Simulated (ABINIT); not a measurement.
# SiO2 (P3_221): G0W0 on several meshes in ABINIT

How does the mesh move the gap of SiO2 (P3_221)?

Main program and level: ABINIT 10.8.3; PBE and many-body steps on it, plane waves.

### Step 1. The starting structure

It takes space group P3_221 (No. 154, trigonal). Conventional cell: a = 4.916 Å, b = 4.916 Å, c = 5.408 Å, α = 90.00°, β = 90.00°, γ = 120.00°. Nearest to Si lie 4 O at 1.61 Å. Nearest to O lie 2 Si at 1.61 Å. Farther neighbours and most contacts between anions are not listed.

As a file:

```cif
data_structure
_symmetry_space_group_name_H-M 'P3_221'
_symmetry_Int_Tables_number 154
_cell_length_a 4.9164
_cell_length_b 4.9164
_cell_length_c 5.4084
_cell_angle_alpha 90.000
_cell_angle_beta 90.000
_cell_angle_gamma 120.000
_cell_volume 113.21
loop_
_atom_site_label
_atom_site_type_symbol
_atom_site_symmetry_multiplicity
_atom_site_Wyckoff_symbol
_atom_site_fract_x
_atom_site_fract_y
_atom_site_fract_z
_atom_site_occupancy
Si1 Si 3 a 0.46973 0.00000 0.66667 1
O1 O 6 c 0.41354 0.26758 0.78558 1
```

The cell and positions come from the Crystallography Open Database and are kept as given unless a step says otherwise.

### Step 2. Empty states on the mesh, 3×3×2 mesh, 584 bands

This step: ABINIT 10.8.3; DFT, PBE, plane waves, norm-conserving pseudopotentials.

The sums over transitions need many empty states on a uniform mesh; this step solves for them.

File run.abi:

```
acell 3*1.0 Angstrom
rprim 
  4.916359999971 0.000000000007 0.000000000000
  -2.458179999991 4.257692654122 0.000000000000
  0.000000000000 0.000000000000 5.408400000000
ntypat 2
znucl 14 8
natom 9
typat 1 1 1 2 2 2 2 2 2
xred 
  0.469730000000 0.000000000000 0.666666666667
  0.000000000000 0.469730000000 0.333333333333
  0.530270000000 0.530270000000 -0.000000000000
  0.413540000000 0.267580000000 0.785580000000
  0.732420000000 0.145960000000 0.452246666667
  0.854040000000 0.586460000000 0.118913333333
  0.267580000000 0.413540000000 0.214420000000
  0.145960000000 0.732420000000 0.547753333333
  0.586460000000 0.854040000000 0.881086666667
pp_dirpath "pseudos"
pseudos "Si.upf, O.upf"
ecut 36
ngkpt 3 3 2
nshiftk 1
shiftk 0 0 0
kptopt 1
chksymbreak 0
iscf -2
irdden 1
istwfk *1
nband 584
nbdbuf 52
tolwfr 1e-09
nstep 60
prtvol 0
indata_prefix "in"
outdata_prefix "out"
tmpdata_prefix "tmp"
```

Started as:

```bash
$ OMP_NUM_THREADS=1 mpirun -n 4 abinit run.abi > log
```

Numbers of over 12 decimals in the logs are rounded to 6 here.

Output:

```text
.Version 10.8.3 of ABINIT. v10.8.2 released Aug 2026.

 Symmetries : space group P3_2 2 1 (#154); Bravais hP (primitive hexag.)
[... echo of the input left out ...]
== DATASET  1 ==================================================================
-   mpi_nproc: 4, omp_nthreads: 1 (-1 if OMP is not activated)

--- !DatasetInfo
iteration_state: {dtset: 1, }
dimensions: {natom: 9, nkpt: 6, mband: 584, nsppol: 1, nspinor: 1, nspden: 1, mpw: 7935, }
cutoff_energies: {ecut:  36.0, pawecutdg:  -1.0, }
[...]
5.79685    5.80718    5.82029    5.82030    5.87921    5.87926    5.87939    5.89708
   5.91005    5.92370    5.93550    5.93672    5.95897    5.96769    5.97334    6.00774
 prteigrs : prtvol=0 or 1, do not print more k-points.

== END DATASET(S) ==============================================================
================================================================================

 -outvars: echo values of variables after computation  --------
            nband         584
             nkpt           6
          spgroup         154
 [... the other variables as echoed above ...]

 Calculation completed.
```

Run time: 16 min. Hardware: 4 MPI ranks of Arm Neoverse V1, shared host; peak memory 0.8 GiB.

Numbers from this step:

* gap: 6.031 eV
* k of the valence top: 0.3333, 0.3333, 0
* k of the conduction bottom: 0, 0, 0
* least direct gap: 6.346 eV
* k points computed: 6
* lowest point of the top converged band, above the valence top: 150.6474 eV

On this mesh the gap is 6.031 eV.

The density comes from a self-consistent run that is not shown.

### Step 3. Screening, 3×3×2 mesh, 124 bands, screening to 93.3 eV

The RPA dielectric matrix is built and inverted for each q.

This step: RPA screening on PBE, plane waves, norm-conserving pseudopotentials.

run.abi, as its differences from that of step 2:

```diff
@@ -27,10 +27,11 @@
 chksymbreak 0
-iscf -2
-irdden 1
 istwfk *1
-nband 584
-nbdbuf 52
-tolwfr 1e-09
-nstep 60
-prtvol 0
+occopt 1
+irdwfk 1
+optdriver 3
+nband 124
+ecuteps 3.43
+inclvkb 2
+awtr 1
+symchi 1
 indata_prefix "in"
```

Output:

```text
.Version 10.8.3 of ABINIT. v10.8.2 released Aug 2026.

 Symmetries : space group P3_2 2 1 (#154); Bravais hP (primitive hexag.)
[... echo of the input left out ...]
== DATASET  1 ==================================================================
-   mpi_nproc: 4, omp_nthreads: 1 (-1 if OMP is not activated)

--- !DatasetInfo
iteration_state: {dtset: 1, }
dimensions: {natom: 9, nkpt: 6, mband: 124, nsppol: 1, nspinor: 1, nspden: 1, mpw: 7935, }
cutoff_energies: {ecut:  36.0, pawecutdg:  -1.0, }
electrons: {nelect:   4.80000000E+01, charge:   0.00000000E+00, occopt:   1.00000000E+00, tsmear:   1.00000000E-02, }

 SCREENING: Calculation of the susceptibility and dielectric matrices

 Based on a program developped by R.W. Godby, V. Olevano, G. Onida, and L. Reining.
 Incorporated in ABINIT by V. Olevano, G.-M. Rignanese, and M. Torrent.
.Using double precision arithmetic ; gwpc =  8

[... cell and pseudopotentials left out ...]
--------------------------------------------------------------------------------

 ==== K-mesh for the wavefunctions ====
 Number of points in the irreducible wedge :     6
[... list of points left out ...]
 Together with  6 symmetry operations and time-reversal symmetry
 yields    18 points in the full Brillouin Zone.

 ==== Q-mesh for the screening function ====
 Number of points in the irreducible wedge :     6
[... list of points left out ...]
 Together with  6 symmetry operations and time-reversal symmetry
 yields    18 points in the full Brillouin Zone.

 setmesh: FFT mesh size selected  =    30x   30x   36
          total number of points  =        32400

 vcoul_init : cutoff-mode = AUXILIARY_FUNCTION
 q-points for optical limit:   1
     1)      0.000010    0.000020    0.000030

- screening: taking advantage of time-reversal symmetry
- Maximum band index for partially occupied states nbvw = 24
- Remaining bands to be divided among processors   nbcw = 100
- Number of bands treated by each node ~25

 Number of electrons calculated from density =   48.0000; Expected =   48.0000
 average of density, n =  0.062829
 r_s =    1.5605
 omega_plasma =   24.1788 [eV]

 calculating chi0 at frequencies [eV] :
  1    0.000000E+00    0.000000E+00
  2    0.000000E+00    2.417879E+01

--------------------------------------------------------------------------------
  q-point number  1        q = ( 0.000000, 0.000000, 0.000000) [r.l.u.]
--------------------------------------------------------------------------------
[... chi0 elements left out ...]
 For q-point:  0.000010 0.000020 0.000030
  dielectric constant =   2.3472
  dielectric constant without local fields =   2.5265

  Average fulfillment of the sum rule on Im[epsilon] for q-point    1 :     53.75  [%]
[... wings left out ...]
  q-point number  2        q = ( 0.333333, 0.000000, 0.000000) [r.l.u.]
--------------------------------------------------------------------------------
[... chi0 elements left out ...]
  Average fulfillment of the sum rule on Im[epsilon] for q-point    2 :     61.29  [%]

 [... 4 further q-points ...]
```

Elapsed: 58 s, on 4 MPI ranks; peak memory 1.3 GiB.

This step gave:

| Item | Value |
| --- | --- |
| ε∞ with local fields, on this mesh, along the program's q direction | 2.347 |
| the same without local fields | 2.526 |
| plasma frequency | 24.18 eV |
| plane waves in the screening matrix | 225 |

Local fields lower ε∞ by 7 %. On a Γ-centred mesh this coarse the value itself is usually too large, while a short band sum pulls it down.

### Step 4. 3×3×2

The self-energy is evaluated for the states that the input lists, and the levels follow from it, in one-shot runs by the linearised quasiparticle equation.

This step: G0W0 on PBE, plane waves, norm-conserving pseudopotentials.

run.abi, as its differences from that of step 3:

```diff
@@ -30,8 +30,19 @@
 irdwfk 1
-optdriver 3
+optdriver 4
 nband 124
+gwcalctyp 0
+ecutsigx 36
+symsigma 1
+nkptgw 3
+kptgw 
+  0.3333333333 0.3333333333 0.0000000000
+  0.0000000000 0.0000000000 0.0000000000
+  0.0000000000 0.0000000000 0.5000000000
+bdgw 
+  22 26
+  23 27
+  22 26
 ecuteps 3.43
-inclvkb 2
-awtr 1
-symchi 1
+irdscr 1
+ppmodel 1
 indata_prefix "in"
```

Output:

```text
.Version 10.8.3 of ABINIT. v10.8.2 released Aug 2026.

 Symmetries : space group P3_2 2 1 (#154); Bravais hP (primitive hexag.)
[... echo of the input left out ...]
== DATASET  1 ==================================================================
-   mpi_nproc: 4, omp_nthreads: 1 (-1 if OMP is not activated)

--- !DatasetInfo
iteration_state: {dtset: 1, }
dimensions: {natom: 9, nkpt: 6, mband: 124, nsppol: 1, nspinor: 1, nspden: 1, mpw: 7935, }
cutoff_energies: {ecut:  36.0, pawecutdg:  -1.0, }
electrons: {nelect:   4.80000000E+01, charge:   0.00000000E+00, occopt:   1.00000000E+00, tsmear:   1.00000000E-02, }

 SIGMA: Calculation of the GW corrections

 Based on a program developped by R.W. Godby, V. Olevano, G. Onida, and L. Reining.
 Incorporated in ABINIT by V. Olevano, G.-M. Rignanese, and M. Torrent.
.Using double precision arithmetic ; gwpc =  8

[... cell and pseudopotentials left out ...]
--------------------------------------------------------------------------------

 ==== K-mesh for the wavefunctions ====
 Number of points in the irreducible wedge :     6
[... list of points left out ...]
 Together with  6 symmetry operations and time-reversal symmetry
 yields    18 points in the full Brillouin Zone.

 ==== Q-mesh for screening function ====
 Number of points in the irreducible wedge :     6
[... list of points left out ...]
 Together with  6 symmetry operations and time-reversal symmetry
 yields    18 points in the full Brillouin Zone.

 vcoul_init : cutoff-mode = AUXILIARY_FUNCTION
 q-points for optical limit:   1
     1)      0.000010    0.000020    0.000030
 setmesh: FFT mesh size selected  =    45x   45x   60
          total number of points  =       121500

 Number of electrons calculated from density =   48.0000; Expected =   48.0000
 average of density, n =  0.062829
 r_s =    1.5605
 omega_plasma =   24.1788 [eV]

 === KS Band Gaps ===
  >>>> For spin  1
   Minimum direct gap =   6.3458 [eV], located at k-point      :   0.0000  0.0000  0.0000
   Fundamental gap    =   6.0307 [eV], Top of valence bands at :   0.3333  0.3333  0.0000
                                       Bottom of conduction at :   0.0000  0.0000  0.0000
 SIGMA fundamental parameters:
 PLASMON POLE MODEL  1
 number of plane-waves for SigmaX                 7935
 number of plane-waves for SigmaC and W            225
 number of plane-waves for wavefunctions          7935
 number of bands                                   124
 number of independent spin polarizations            1
 number of spinorial components                      1
 number of k-points in IBZ                           6
 number of q-points in IBZ                           6
 number of symmetry operations                       6
 number of k-points in BZ                           18
 number of q-points in BZ                           18
 number of frequencies for dSigma/dE                 9
 frequency step for dSigma/dE [eV]                0.25
 number of omega for Sigma on real axis              0
 max omega for Sigma on real axis  [eV]           0.00
 zcut for avoiding poles [eV]                     0.10

 EPSILON^-1 parameters (SCR file):
 dimension of the eps^-1 matrix on file            225
 dimension of the eps^-1 matrix used               225
 number of plane-waves for wavefunctions          7935
 number of bands                                   124
 number of q-points in IBZ                           6
 number of frequencies                               2
 number of real frequencies                          1
 number of imag frequencies                          1

 matrix elements of self-energy operator (all in [eV])

 Perturbative Calculation

--- !SelfEnergy_ee
iteration_state: {dtset: 1, }
kpoint     : [   0.333,    0.333,    0.000, ]
spin       : 1
KS_gap     :    8.938
QP_gap     :   11.963
Delta_QP_KS:    3.025
data: !SigmaeeData |
     Band     E0 <VxcDFT>   SigX SigC(E0)      Z dSigC/dE  Sig(E)    E-E0       E
       22  -0.237 -19.751 -25.563   4.236   0.821  -0.218 -21.045  -1.294  -1.532
       23  -0.237 -19.751 -25.563   4.236   0.821  -0.218 -21.045  -1.294  -1.532
       24   0.197 -20.112 -25.804   4.224   0.822  -0.216 -21.319  -1.208  -1.011
       25   9.135 -12.405  -7.190  -3.108   0.862  -0.159 -10.588   1.817  10.952
       26   9.135 -12.405  -7.190  -3.108   0.862  -0.159 -10.588   1.817  10.952

--- !SelfEnergy_ee
iteration_state: {dtset: 1, }
kpoint     : [   0.000,    0.000,    0.000, ]
spin       : 1
KS_gap     :    6.346
QP_gap     :    8.905
Delta_QP_KS:    2.559
data: !SigmaeeData |
     Band     E0 <VxcDFT>   SigX SigC(E0)      Z dSigC/dE  Sig(E)    E-E0       E
       23  -0.119 -19.538 -25.280   4.168   0.822  -0.216 -20.832  -1.294  -1.413
[...]
--- !SelfEnergy_ee
iteration_state: {dtset: 1, }
kpoint     : [   0.000,    0.000,    0.500, ]
spin       : 1
KS_gap     :    8.057
QP_gap     :   10.939
Delta_QP_KS:    2.882
data: !SigmaeeData |
     Band     E0 <VxcDFT>   SigX SigC(E0)      Z dSigC/dE  Sig(E)    E-E0       E
[...]
24   0.108 -19.968 -25.709   4.228   0.822  -0.217 -21.211  -1.243  -1.135
       25   8.165 -12.304  -7.456  -2.954   0.865  -0.156 -10.665   1.639   9.804
       26   8.165 -12.304  -7.456  -2.954   0.865  -0.156 -10.665   1.639   9.804

== END DATASET(S) ==============================================================
================================================================================

 -outvars: echo values of variables after computation  --------
           etotal      0.0000000000E+00
            nband         124
             nkpt           6
          spgroup         154
 [... the other variables as echoed above ...]

 Calculation completed.
```

Run time: 12 s. Hardware: 4 MPI ranks; peak memory 0.93 GiB.

Numbers from this step:

```
G0W0 gap on the points computed              : 8.503 eV
starting gap on the mesh                     : 6.031 eV
k of the valence top                         : 0.3333, 0.3333, 0
k of the conduction bottom                   : 0, 0, 0
Z at the valence top                         : 0.822
Z at the conduction bottom                   : 0.874
least direct G0W0 gap on the computed points : 8.905 eV
```

The gap on the mesh goes from 6.03 eV to 8.50 eV, a correction of +2.47 eV.

### Step 5. Empty states on the mesh, 3×3×4 mesh, 136 bands

This step: DFT, PBE, plane waves, norm-conserving pseudopotentials.

run.abi, as its differences from that of step 4:

```diff
@@ -22,3 +22,3 @@
 ecut 36
-ngkpt 3 3 2
+ngkpt 3 3 4
 nshiftk 1
@@ -27,22 +27,10 @@
 chksymbreak 0
+iscf -2
+irdden 1
 istwfk *1
-occopt 1
-irdwfk 1
-optdriver 4
-nband 124
-gwcalctyp 0
-ecutsigx 36
-symsigma 1
-nkptgw 3
-kptgw 
-  0.3333333333 0.3333333333 0.0000000000
-  0.0000000000 0.0000000000 0.0000000000
-  0.0000000000 0.0000000000 0.5000000000
-bdgw 
-  22 26
-  23 27
-  22 26
-ecuteps 3.43
-irdscr 1
-ppmodel 1
+nband 136
+nbdbuf 12
+tolwfr 1e-09
+nstep 60
+prtvol 0
 indata_prefix "in"
```

Output:

```text
.Version 10.8.3 of ABINIT. v10.8.2 released Aug 2026.

 Symmetries : space group P3_2 2 1 (#154); Bravais hP (primitive hexag.)
[... echo of the input left out ...]
== DATASET  1 ==================================================================
-   mpi_nproc: 4, omp_nthreads: 1 (-1 if OMP is not activated)

--- !DatasetInfo
iteration_state: {dtset: 1, }
dimensions: {natom: 9, nkpt: 10, mband: 136, nsppol: 1, nspinor: 1, nspden: 1, mpw: 7935, }
cutoff_energies: {ecut:  36.0, pawecutdg:  -1.0, }
[...]
1.83497    1.83497    1.84711    1.84711    1.86645    1.88241    1.90511    1.90511
   1.90823    1.92692    1.92692    1.94947    1.96108    1.96968    1.97082    1.98882
 prteigrs : prtvol=0 or 1, do not print more k-points.

== END DATASET(S) ==============================================================
================================================================================

 -outvars: echo values of variables after computation  --------
            nband         136
             nkpt          10
          spgroup         154
 [... the other variables as echoed above ...]

 Calculation completed.
```

Wall time 2 min (4 MPI ranks); peak memory 0.51 GiB; 8.1 min of CPU time.

This step gave:

```
gap                                                           : 6.031 eV
k of the valence top                                          : 0.3333, 0.3333, 0
k of the conduction bottom                                    : 0, 0, 0
least direct gap                                              : 6.346 eV
k points computed                                             : 10
lowest point of the top converged band, above the valence top : 49.22 eV
```

On this mesh the gap is 6.031 eV.

### Step 6. Screening, 3×3×4 mesh, 124 bands, screening to 93.3 eV

This step: RPA screening on PBE, plane waves, norm-conserving pseudopotentials.

run.abi, as its differences from that of step 5:

```diff
@@ -27,10 +27,11 @@
 chksymbreak 0
-iscf -2
-irdden 1
 istwfk *1
-nband 136
-nbdbuf 12
-tolwfr 1e-09
-nstep 60
-prtvol 0
+occopt 1
+irdwfk 1
+optdriver 3
+nband 124
+ecuteps 3.43
+inclvkb 2
+awtr 1
+symchi 1
 indata_prefix "in"
```

Output:

```text
.Version 10.8.3 of ABINIT. v10.8.2 released Aug 2026.

 Symmetries : space group P3_2 2 1 (#154); Bravais hP (primitive hexag.)
[... echo of the input left out ...]
== DATASET  1 ==================================================================
-   mpi_nproc: 4, omp_nthreads: 1 (-1 if OMP is not activated)

--- !DatasetInfo
iteration_state: {dtset: 1, }
dimensions: {natom: 9, nkpt: 10, mband: 124, nsppol: 1, nspinor: 1, nspden: 1, mpw: 7935, }
cutoff_energies: {ecut:  36.0, pawecutdg:  -1.0, }
electrons: {nelect:   4.80000000E+01, charge:   0.00000000E+00, occopt:   1.00000000E+00, tsmear:   1.00000000E-02, }

 SCREENING: Calculation of the susceptibility and dielectric matrices

 Based on a program developped by R.W. Godby, V. Olevano, G. Onida, and L. Reining.
 Incorporated in ABINIT by V. Olevano, G.-M. Rignanese, and M. Torrent.
.Using double precision arithmetic ; gwpc =  8

[... cell and pseudopotentials left out ...]
--------------------------------------------------------------------------------

 ==== K-mesh for the wavefunctions ====
 Number of points in the irreducible wedge :    10
[... list of points left out ...]
 Together with  6 symmetry operations and time-reversal symmetry
 yields    36 points in the full Brillouin Zone.

 ==== Q-mesh for the screening function ====
 Number of points in the irreducible wedge :    10
[... list of points left out ...]
 Together with  6 symmetry operations and time-reversal symmetry
 yields    36 points in the full Brillouin Zone.

 setmesh: FFT mesh size selected  =    30x   30x   36
          total number of points  =        32400

 vcoul_init : cutoff-mode = AUXILIARY_FUNCTION
 q-points for optical limit:   1
     1)      0.000010    0.000020    0.000030

- screening: taking advantage of time-reversal symmetry
- Maximum band index for partially occupied states nbvw = 24
- Remaining bands to be divided among processors   nbcw = 100
- Number of bands treated by each node ~25

 Number of electrons calculated from density =   48.0000; Expected =   48.0000
 average of density, n =  0.062829
 r_s =    1.5605
 omega_plasma =   24.1788 [eV]

 calculating chi0 at frequencies [eV] :
  1    0.000000E+00    0.000000E+00
  2    0.000000E+00    2.417879E+01

--------------------------------------------------------------------------------
  q-point number  1        q = ( 0.000000, 0.000000, 0.000000) [r.l.u.]
--------------------------------------------------------------------------------
[... chi0 elements left out ...]
 For q-point:  0.000010 0.000020 0.000030
  dielectric constant =   2.3483
  dielectric constant without local fields =   2.5275

  Average fulfillment of the sum rule on Im[epsilon] for q-point    1 :     53.72  [%]
[... wings left out ...]
  q-point number  2        q = ( 0.333333, 0.000000, 0.000000) [r.l.u.]
--------------------------------------------------------------------------------
[... chi0 elements left out ...]
  Average fulfillment of the sum rule on Im[epsilon] for q-point    2 :     61.27  [%]

 [... 8 further q-points ...]
```

Run time: 2.3 min. Hardware: 4 MPI ranks; peak memory 1.8 GiB; 9 min of CPU time.

This step gave:

```
ε∞ with local fields, on this mesh, along the program's q direction : 2.348
the same without local fields                                       : 2.527
plasma frequency                                                    : 24.18 eV
plane waves in the screening matrix                                 : 225
```

(Part 1 of 2 ends here.)

[Paths, hosts, dates, memory and timing lines, banners, echoed tables and standing remarks are left out of the program output.]

[Logs are printed without paths, hosts, clocks, repeated set-up lines and the standing remarks that a program may print on its own settings, such as how far it seeks lower states.]

[Runs of the session that timed out or met a known fault of the program may be left out.]

[Hosts, paths, dates, database ids (printed as entryN), source tags and the programs' standing remarks are cut or masked in the printed files.]

[G0W0 gaps are taken among the corrected bands and points alone; a level outside them can change the order at an edge.]

[Where Ansatz stands beside ABINIT at settings called matched, ABINIT's density can come from a denser mesh and the files from another edition; pairs whose starting gaps differed by over 0.03 eV were left out, so agreement reads better than it is.]
